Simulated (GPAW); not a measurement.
Entries from a set of simulations; values are calculated unless marked as measured.

## How the form of the self-energy moves the gap of WSe2 (P6_3/mmc)

Symmetry: P6_3/mmc, No. 194, hexagonal system. The conventional cell has a = 3.290 Å, b = 3.290 Å, c = 12.970 Å, α = 90.00°, β = 90.00°, γ = 120.00°. Nearest to W lie 6 Se at 2.53 Å. Se has 3 W at 2.53 Å nearest. Farther neighbours and most contacts between anions are not listed.

```xyz
6
Lattice="3.2900 0.0000 0.0000 -1.6450 2.8492 0.0000 0.0000 0.0000 12.9700" Properties=species:S:1:pos:R:3 pbc="T T T"
W     0.0000    1.8995    3.2425
W     1.6450    0.9497    9.7275
Se    0.0000    1.8995    8.0544
Se    1.6450    0.9497    1.5694
Se    0.0000    1.8995   11.4006
Se    1.6450    0.9497    4.9156
```

```
method                         : DFT, PBE, plane waves, PAW (and 1 further level or step)
program                        : GPAW 26.7.0
settings of one run            : cutoff 450 eV, GPAW PAW setups 1.2.1 data release, 6×6×1 k-mesh, nbands 286
cost                           : 3 runs, 17 min in all on 4 MPI ranks of Arm Neoverse V1, shared host (the runs of this entry)
notes                          : The database entry behind the starting cell differs from later determinations by our own check (a about 0.2 % long). The cell and positions come from the Crystallography Open Database and are kept as given unless a step says otherwise. Limits: no spin-orbit coupling. Bands and cutoff are finite, so the gap is not at the basis limit. The miss can reach some tenths of an eV and take either sign; the mesh is an error of its own. The 6×6×1 mesh is coarse for this cell, which bears on the long-range parts of exchange and screening.
G0W0, Godby-Needs plasmon pole : 1.252 eV
G0W0 with rALDA vertex         : 1.234 eV
known limits                   : not at the basis limit; no spin-orbit coupling; coarse k mesh
```

G0W0 with rALDA vertex: −0.018 eV against G0W0, Godby-Needs plasmon pole, at other bands or cutoff, so not like for like. With the rALDA kernel as a vertex the gap is 1.22 eV (in the polarisability), 1.30 eV (in the self-energy) and 1.28 eV (in both), against 1.25 eV without.

[Paths, hosts, dates, memory and timing lines, banners, echoed tables and standing remarks are left out of the program output.]

[Logs are printed without paths, hosts, clocks, repeated set-up lines and the standing remarks that a program may print on its own settings, such as how far it seeks lower states.]

[Runs of the session that timed out or met a known fault of the program may be left out.]

[Hosts, paths, dates, database ids (printed as entryN), source tags and the programs' standing remarks are cut or masked in the printed files.]
